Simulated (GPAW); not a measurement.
# Near-edge structure at the Ga K edge of GaAs (F-43m), part 2 of 2

Aim: the near-edge shape at the Ga K edge of GaAs (F-43m), and what the core hole does to it.

GPAW 26.7.0; X-ray absorption from dipole matrix elements to empty bands, plane-wave PAW PBE.

So far. Step 2 (The field without a hole): The mesh shows a gap of 0.59 eV, so the hole is first treated in a charged cell, without the excited electron. Step 3 (Spectrum without a core hole, Ga atom 2): Main maxima below 30 eV (height): 4.2 eV (1.51), 7.0 eV (1.36), 12.2 eV (1.56), 16.2 eV (1.00) and 21.0 eV (0.98). A K edge sees empty p states on the absorber.

## (5) Spectrum with FCH, Ga atom 2

The holes are 5.7 Å apart. In GPAW the data set carries the hole's charge, so charge=0 means a charged cell and charge=-1 a neutral one. The excited electron is left out and a uniform background balances the charge. After the field has converged, empty bands are computed with the density fixed and the dipole matrix elements are summed.

Input file xas.py:

```python
import numpy as np
from ase import Atoms
from ase.parallel import parprint, paropen
from gpaw import GPAW, PW, FermiDirac, Mixer, MixerDif, setup_paths
from gpaw.test import gen
setup_paths.insert(0, '.')
gen('Ga', name='fch1s', xcname='PBE', corehole=(1, 0, 1), write_xml=True)
from gpaw.mpi import world
world.barrier()

atoms = Atoms('As4Ga4',
    cell=[[0, 0, 5.6537],
     [5.6537, 0, 0],
     [0, 5.6537, 0]],
    scaled_positions=[[0.75, 0.75, 0.75],
     [0.75, 0.25, 0.25],
     [0.25, 0.25, 0.75],
     [0.25, 0.75, 0.25],
     [0, 0, 0],
     [0, 0.5, 0.5],
     [0.5, 0.5, 0],
     [0.5, 0, 0.5]],
    pbc=True)
atoms.calc = calc = GPAW(legacy_gpaw=True, mode=PW(430, force_complex_dtype=True), xc='PBE', setups={4: 'fch1s'},
    kpts={'size': (3, 3, 3), 'gamma': True}, occupations=FermiDirac(0.02),
    charge=0, mixer=Mixer(0.1, 5, 50), maxiter=150,
    convergence={'density': 0.0001, 'eigenstates': 1e-6}, txt='scf.txt')
energy = atoms.get_potential_energy() + calc.get_reference_energy()
ef = calc.get_fermi_level()
out = dict(energy=energy, fermi=ef, forces=atoms.get_forces().tolist())
parprint(f'all-electron energy {energy:.4f} eV, Fermi level {ef:.4f} eV')
ev = np.array([[calc.get_eigenvalues(k, s) for k in range(len(calc.get_ibz_k_points()))] for s in range(calc.get_number_of_spins())])
out['homo'], out['lumo'], out['counts'] = ev[ev < ef].max(), ev[ev > ef].min(), sorted(set((ev < ef).sum((0, 2)).tolist()))
out['filled'] = (ev[:, 0] < ef).sum(1).tolist()

from ase.units import Ha
from gpaw.xas import dipole_matrix_elements
nb = int(calc.get_number_of_electrons() / 2) + 110
top, nb = nb, nb + 8 + nb // 12
nscf = calc.fixed_density(kpts={'size': (4, 4, 4), 'gamma': True}, nbands=nb,
    convergence={'bands': top, 'eigenstates': 5e-3}, maxiter=60, txt='nscf.txt')
cell = atoms.cell.array
ops = [cell.T @ U.T @ np.linalg.inv(cell.T) for U in nscf.wfs.kd.symmetry.op_scc]
filled = [16]  # bands filled in the ground state, by spin
E = np.arange(-6, 34, 0.1)
fwhm = np.interp(E, [4, 25], [1.82, 3.5])
Y, X, zero, highest = 0, 0, 1e9, 1e9
for spin in range(nscf.get_number_of_spins()):
    wfs = nscf.wfs
    mine = wfs.bd.get_slice()  # this rank's bands
    A = dipole_matrix_elements(wfs.setups[4])
    eps = np.zeros((wfs.kd.nibzkpts, nb))
    d = np.zeros((3, A.shape[1], wfs.kd.nibzkpts, nb), complex)
    for kpt in wfs.kpt_u:
        if kpt.s == spin and 4 in kpt.P_ani:
            eps[kpt.k, mine] = kpt.eps_n * Ha
            d[:, :, kpt.k, mine] = (kpt.weight * wfs.nspins / 2) ** 0.5 * np.inner(A, kpt.P_ani[4])
    world.sum(eps)
    world.sum(d)
    T = np.einsum('amkn,bmkn->abkn', d, d.conj()).real
    T = sum(np.einsum('ai,ijkn,bj->abkn', R, T, R) for R in ops) / len(ops)
    empty = np.ones_like(eps, bool) & (np.arange(nb) >= filled[spin])
    zero, highest = min(zero, eps[empty].min()), min(highest, eps[:, top - 1].min())
    lines = [(eps, T, empty)] if spin == 0 else lines + [(eps, T, empty)]
for eps, T, empty in lines:
    f = np.einsum('aakn->akn', T).reshape(3, -1)
    x = eps.ravel() - zero
    w = np.interp(x, E, fwhm) / 2.35482
    g = np.exp(-0.5 * ((E[:, None] - x) / w) ** 2) / (w * (2 * np.pi) ** 0.5)
    Y = Y + (f * empty.ravel()) @ g.T
    X = X + (f * ~empty.ravel()) @ g.T
out.update(E=E.round(2).tolist(), xas=Y.tolist(), xes=X.tolist(), zero=zero, valid=highest - zero, nk=len(eps), nb=nb)
for i in range(0, len(E), 10):
    parprint(f'{E[i]:7.2f}', *(f'{v:10.3e}' for v in Y[:, i]))
import json
with paropen('out.json', 'w') as f:
    json.dump(out, f)
```

Launch:

```console
> OMP_NUM_THREADS=1 mpirun -n 4 gpaw python xas.py
```

Numbers of over 12 decimals in the logs are rounded to 6 here.

What it wrote:

```text
Input parameters:
  convergence: {density: 0.0001,
                eigenstates: 1e-06}
  kpts: {gamma: True,
         size: (3, 3, 3)}
  maxiter: 150
  mixer: {backend: pulay,
          beta: 0.1,
          method: separate,
          nmaxold: 5,
          weight: 50}
  mode: {ecut: 430.0,
         force_complex_dtype: True,
         name: pw}
  occupations: {fixmagmom: False,
                name: fermi-dirac,
                width: 0.02}
  setups: {4: fch1s}
  xc: PBE

Initialize ...

[... PAW data sets ...]

Reference energy: -447141.146738  # eV

Spin-paired calculation

[... convergence settings ...]
Symmetries present (total): 24
  [... symmetry matrices ...]

27 k-points: 3 x 3 x 3 Monkhorst-Pack grid
4 k-points in the irreducible part of the Brillouin zone
       k-points in crystal coordinates                weights
   0:     0.00000000    0.00000000    0.00000000          1/27
   1:     0.33333333    0.00000000    0.00000000          6/27
   2:     0.33333333    0.33333333    0.00000000         12/27
   3:     0.33333333    0.33333333    0.33333333          8/27

Wave functions: Plane wave expansion
  Cutoff energy: 430.000 eV
  Number of coefficients (min, max): 3659, 3743
  Pulay-stress correction: 0.000000 eV/Ang^3 (de/decut=0.000000)
  Using FFTW library
  Wavefunction extrapolation:
    Improved wavefunction reuse through dual PAW basis

Occupation numbers: Fermi-Dirac:
  width: 0.0200  # eV

Eigensolver
   Davidson(niter=2)

Densities:
  Coarse grid: 28*28*28 grid
  Fine grid: 56*56*56 grid
  Total Charge: 1.000000

Density mixing:
  Method: separate
  Backend: pulay
  Linear mixing parameter: 0.1
  old densities: 5
  Width of damping distribution: 1.1
  Damping of long wavelength oscillations: 50

[... Hamiltonian set-up ...]
Number of atoms: 8
Number of atomic orbitals: 32
Number of bands in calculation: 24
Number of valence electrons: 32
Bands to converge: occupied

... initialized

Initializing position-dependent things.

Density initialized from atomic densities
Creating initial wave functions:
  24 bands from LCAO basis set

                    As
           As
         Ga
             As
              Ga
                  As
                Ga
       Ga

Atomic positions and initial magnetic moments

Positions:
   0 As     4.240275    4.240275    4.240275    ( 0.0000,  0.0000,  0.0000)
   1 As     1.413425    1.413425    4.240275    ( 0.0000,  0.0000,  0.0000)
   2 As     1.413425    4.240275    1.413425    ( 0.0000,  0.0000,  0.0000)
   3 As     4.240275    1.413425    1.413425    ( 0.0000,  0.0000,  0.0000)
   4 Ga     0.000000    0.000000    0.000000    ( 0.0000,  0.0000,  0.0000)
   5 Ga     2.826850    2.826850    0.000000    ( 0.0000,  0.0000,  0.0000)
   6 Ga     2.826850    0.000000    2.826850    ( 0.0000,  0.0000,  0.0000)
   7 Ga     0.000000    2.826850    2.826850    ( 0.0000,  0.0000,  0.0000)

Unit cell:
           periodic     x           y           z      points  spacing
  1. axis:    yes    0.000000    0.000000    5.653700    28     0.2019
  2. axis:    yes    5.653700    0.000000    0.000000    28     0.2019
  3. axis:    yes    0.000000    5.653700    0.000000    28     0.2019

  Lengths:   5.653700   5.653700   5.653700
  Angles:   90.000000  90.000000  90.000000

Effective grid spacing dv^(1/3) = 0.2019

iter:   1   -48.444283
iter:   2   -47.486590   -2.16  -0.77
iter:   3   -46.681294   -1.51  -0.85
iter:   4   -46.656663   -2.63  -1.08
iter:   5   -46.677907   -2.92  -1.39
iter:   6   -46.664998   -3.30  -1.82
iter:   7   -46.663339c  -3.40  -2.23
iter:   8   -46.661877c  -5.21  -2.34
iter:   9   -46.661998c  -3.98  -2.52
iter:  10   -46.661262c  -5.10  -2.54
iter:  11   -46.661177c  -5.42  -2.97
iter:  12   -46.661177c  -6.04c -3.54
iter:  13   -46.661174c  -7.04c -3.62
iter:  14   -46.661174c  -8.07c -3.94
iter:  15   -46.661176c  -7.71c -3.98
iter:  16   -46.661176c  -7.26c -4.19c

Converged after 16 iterations.

Dipole moment: (-0.000000, -0.000000, -0.000000) |e|*Ang

Energy contributions relative to reference atoms: (reference = -447141.146738)

Kinetic:        +72.979226
Potential:      -78.924190
External:        +0.000000
XC:             -40.782602
Entropy (-ST):   -0.000695
Local:           +0.066739
SIC:             +0.000000
--------------------------
Free energy:    -46.661523
Extrapolated:   -46.661176

Showing only first 2 kpts
 Kpt  Band  Eigenvalues  Occupancy
  0    14      4.86204    1.96511
  0    15      4.86204    1.96511
  0    16      5.00059    0.10467
  0    17      6.35856    0.00000

  1    14      3.87251    2.00000
  1    15      3.87251    2.00000
  1    16      6.33209    0.00000
[...]
Fermi level: 4.94267

Gap: 0.139 eV
Transition (v -> c):
  (s=0, k=0, n=15, [0.00, 0.00, 0.00]) -> (s=0, k=0, n=16, [0.00, 0.00, 0.00])
No difference between direct/indirect transitions

Forces in eV/Ang:
  0 As   -0.03065   -0.03065   -0.03065
  1 As    0.03065    0.03065   -0.03065
  2 As    0.03065   -0.03065    0.03065
  3 As   -0.03065    0.03065    0.03065
  4 Ga   -0.00000   -0.00000   -0.00000
  5 Ga   -0.00000    0.00000   -0.00000
  6 Ga    0.00000    0.00000   -0.00000
  7 Ga    0.00000    0.00000   -0.00000
Scalar-relativistic atomic PBE calculation for Ga (Gallium, Z=31)
Core hole in 1s state (1s occupation: 1.0)
600 radial gridpoints.
|------------------------------------------------|
|------------------------------------------------|
[... the atom generator's iteration count ...]

Energy contributions:
-------------------------
Kinetic:    +1582.696000
XC:           -66.183414
Potential:  -3077.448795
-------------------------
Total:      -1560.936209

state      eigenvalue         ekin         rmax
-----------------------------------------------
1s^1.0 :  -389.489147   491.277840        0.032
2s^2.0 :   -49.683385    97.080870        0.179
2p^6.0 :   -44.278459    95.840630        0.142
3s^2.0 :    -6.370658    22.110120        0.549
3p^6.0 :    -4.569804    20.074579        0.544
3d^10.0:    -1.425937    15.061013        0.502
4s^2.0 :    -0.719303     2.623253        1.733
4p^1.0 :    -0.414984     1.688292        2.088
-----------------------------------------------
(units: Bohr and Hartree)

Generating PAW setup
Kinetic energy of the core from tauc = 1590.66774801384
Cutoffs:
rc(s)=2.200
rc(p)=2.200
rc(d)=2.200
rc(vbar)=1.980
rc(comp)=2.200
rc(nct)=2.200

Kinetic energy of the core states: 1575.761202
Charge: 1.0
Core electrons: 27.0
Valence electrons: 3.0
Pseudo-core charge: 1.204949
Shape function alpha=2.066
Pseudo-electron charge 4.635910
state    eigenvalue         norm
--------------------------------
4s(2) :    -0.719303     1.202912
*s    :     0.280697
4p(1) :    -0.414984     1.025137
*p    :     0.585016
*d    :     0.000000
--------------------------------

Diagonalizing with gridspacing h=0.050

state   all-electron     PAW
-------------------------------
4s:      -0.719303    -0.719529
4p:      -0.414984    -0.415179
*d:                   -0.111571
*f:                   -0.022852
-------------------------------
all-electron energy -447187.8079 eV, Fermi level 4.9427 eV
[...]
31.00  1.382e-07  1.382e-07  1.382e-07
  32.00  1.428e-07  1.428e-07  1.428e-07
  33.00  1.400e-07  1.400e-07  1.400e-07
```

Elapsed: 20 s, on 4 MPI ranks of Intel Xeon Platinum 8488C (Sapphire Rapids), shared host; peak memory 0.25 GiB.

The Ga K spectrum, Ga atom 2, full core hole (charged cell) (energy from the lowest empty level; intensity scaled to a mean of 1 over the first 20 eV):

```tsv
E (eV)	intensity
-2.0	0.00
-1.0	0.00
0.0	0.08
1.0	0.41
2.0	0.95
3.0	1.43
4.0	1.86
5.0	1.75
6.0	1.20
7.0	1.03
8.0	1.00
9.0	0.83
10.0	0.89
11.0	1.10
12.0	1.23
13.0	1.16
14.0	0.96
15.0	0.75
16.0	0.64
17.0	0.69
18.0	0.77
19.0	0.79
20.0	0.77
21.0	0.76
22.0	0.76
23.0	0.74
24.0	0.71
25.0	0.71
26.0	0.73
27.0	0.76
28.0	0.78
29.0	0.79
30.0	0.84
```

Main maxima below 30 eV (height): 4.4 eV (1.92), 12.2 eV (1.23) and 18.8 eV (0.79). 

## (6) With and without the hole

Both curves are counted from their own zero, so only the shift of weight within the empty states shows.

```tsv
E (eV)	no hole	FCH
-2.0	0.00	0.00
-1.0	0.01	0.00
0.0	0.06	0.08
1.0	0.28	0.41
2.0	0.57	0.95
3.0	1.02	1.43
4.0	1.49	1.86
5.0	1.33	1.75
6.0	1.19	1.20
7.0	1.36	1.03
8.0	1.07	1.00
9.0	0.82	0.83
10.0	0.94	0.89
11.0	1.23	1.10
12.0	1.55	1.23
13.0	1.38	1.16
14.0	0.92	0.96
15.0	0.84	0.75
16.0	0.99	0.64
17.0	0.94	0.69
18.0	0.77	0.77
19.0	0.76	0.79
20.0	0.89	0.77
21.0	0.98	0.76
22.0	0.91	0.76
23.0	0.78	0.74
24.0	0.70	0.71
25.0	0.72	0.71
26.0	0.79	0.73
27.0	0.85	0.76
28.0	0.89	0.78
29.0	0.90	0.79
30.0	0.92	0.84
```

With each curve scaled to its own mean, the area from −2 to 6 eV with the hole is 7.1 against 5.3, and the centre of weight from −1 to 20 eV moves by -0.8 eV: the hole pulls the absorber's empty states down.

## (7) Results

```json
{"absorber and edge": "Ga K, atom 2 of the ground-state input (counted from 1)", "surroundings": "4 As at 2.45 Å (tetrahedral, site symmetry -43m)", "highest intensity below 24 eV": "4.4 eV above the zero, height 1.92"}
```

**Reading.** The Ga K edge of atom 2, with 4 As at 2.45 Å (tetrahedral, site symmetry -43m), has its highest intensity of the first 24 eV at 4.4 eV above the zero, 1.9 times the mean level of the first 20 eV (Gaussian full width 1.82 eV up to 4 eV, rising linearly to 3.5 eV at 25 eV). With each curve scaled to its own mean, the area from −2 to 6 eV with the hole is 7.1 against 5.3, and the centre of weight from −1 to 20 eV moves by -0.8 eV: the hole pulls the absorber's empty states down. The script folds with a Gaussian, whereas the core hole's own line is a Lorentzian, so the onset is too steep and the first peak too high. The holes are only 5.7 Å apart, so the shape is probably not converged with cell size; no larger cell was run here. The structure is a published determination, not relaxed.

[Banner, clock and machine lines of the logs are left out without a mark of their own.]

[Logs are printed without paths, hosts, clocks, repeated set-up lines and the standing remarks that a program may print on its own settings, such as how far it seeks lower states.]

[Hosts, paths, dates, database ids (printed as entryN), source tags and the programs' standing remarks are cut or masked in the printed files.]

[Lists of maxima count a maximum above −3 eV only where it reaches 4 % of the highest in the window and stands out from its surroundings by 2 % of it (1.5 % where it reaches 55 %); shoulders and weaker maxima are passed over, and of the rest the first, up to two pre-edge ones and the few strongest are named.]
